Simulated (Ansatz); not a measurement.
Consider CsMoF3 (cubic perovskite) (Pm-3m).

The structure was built from a prototype and need not be the compound's stable phase.

It takes space group Pm-3m (No. 221, cubic). Conventional cell: a = 4.213 Å, b = 4.213 Å, c = 4.213 Å, α = 90.00°, β = 90.00°, γ = 90.00°. Nearest to Cs lie 12 F at 2.98 Å. Mo has 6 F at 2.11 Å nearest. F has 2 Mo at 2.11 Å and 4 Cs at 2.98 Å nearest. Farther neighbours and most contacts between anions are not listed.

```cif
data_structure
_symmetry_space_group_name_H-M 'P 1'
_symmetry_Int_Tables_number 1
_cell_length_a 4.2126
_cell_length_b 4.2126
_cell_length_c 4.2126
_cell_angle_alpha 90.000
_cell_angle_beta 90.000
_cell_angle_gamma 90.000
_cell_volume 74.76
loop_
_atom_site_label
_atom_site_type_symbol
_atom_site_fract_x
_atom_site_fract_y
_atom_site_fract_z
_atom_site_occupancy
Cs1 Cs 0.00000 0.00000 0.00000 1
Mo2 Mo 0.50000 0.50000 0.50000 1
F3 F 0.50000 0.50000 0.00000 1
F4 F 0.50000 0.00000 0.50000 1
F5 F 0.00000 0.50000 0.50000 1
```

The structure was relaxed with LDA. The structure type comes from a generator and need not be one that this composition takes. The structure was generated from a model, not taken from a measurement. The runs that relaxed it are not among those shown. The program's search for lower electronic states was switched off, so nothing shows that the state found is the lowest. Spin-orbit coupling is left out unless a run names it. PAW set soft_2, made with PBE.

A constrained-RPA run (Ansatz 0.2.0; non-magnetic LDA; Mo t2g, bands v2 to c1, 4×4×4 mesh, medium accuracy) builds 3 functions on bands 2.0 eV wide, with 4.0 electrons in the window. The bare on-site interaction is 12.9 eV and the bare J 0.51 eV.

Question: Estimate U, U′ and J.

On the Mo t2g shell, U = 4.56 eV (35 % of the bare value), U′ = 3.81 eV, J = 0.35 eV.

The parent state is non-magnetic and the interaction static (zero frequency); U depends on the window and the orbitals, so it belongs to this model alone.

[Paths, hosts, dates, memory and timing lines, banners, echoed tables and standing remarks are left out of the program output.]

[Logs are printed without paths, hosts, clocks, repeated set-up lines and the standing remarks that a program may print on its own settings, such as how far it seeks lower states.]

[Runs of the session that timed out or met a known fault of the program may be left out.]

[Hosts, paths, dates, database ids (printed as entryN), source tags and the programs' standing remarks are cut or masked in the printed files.]
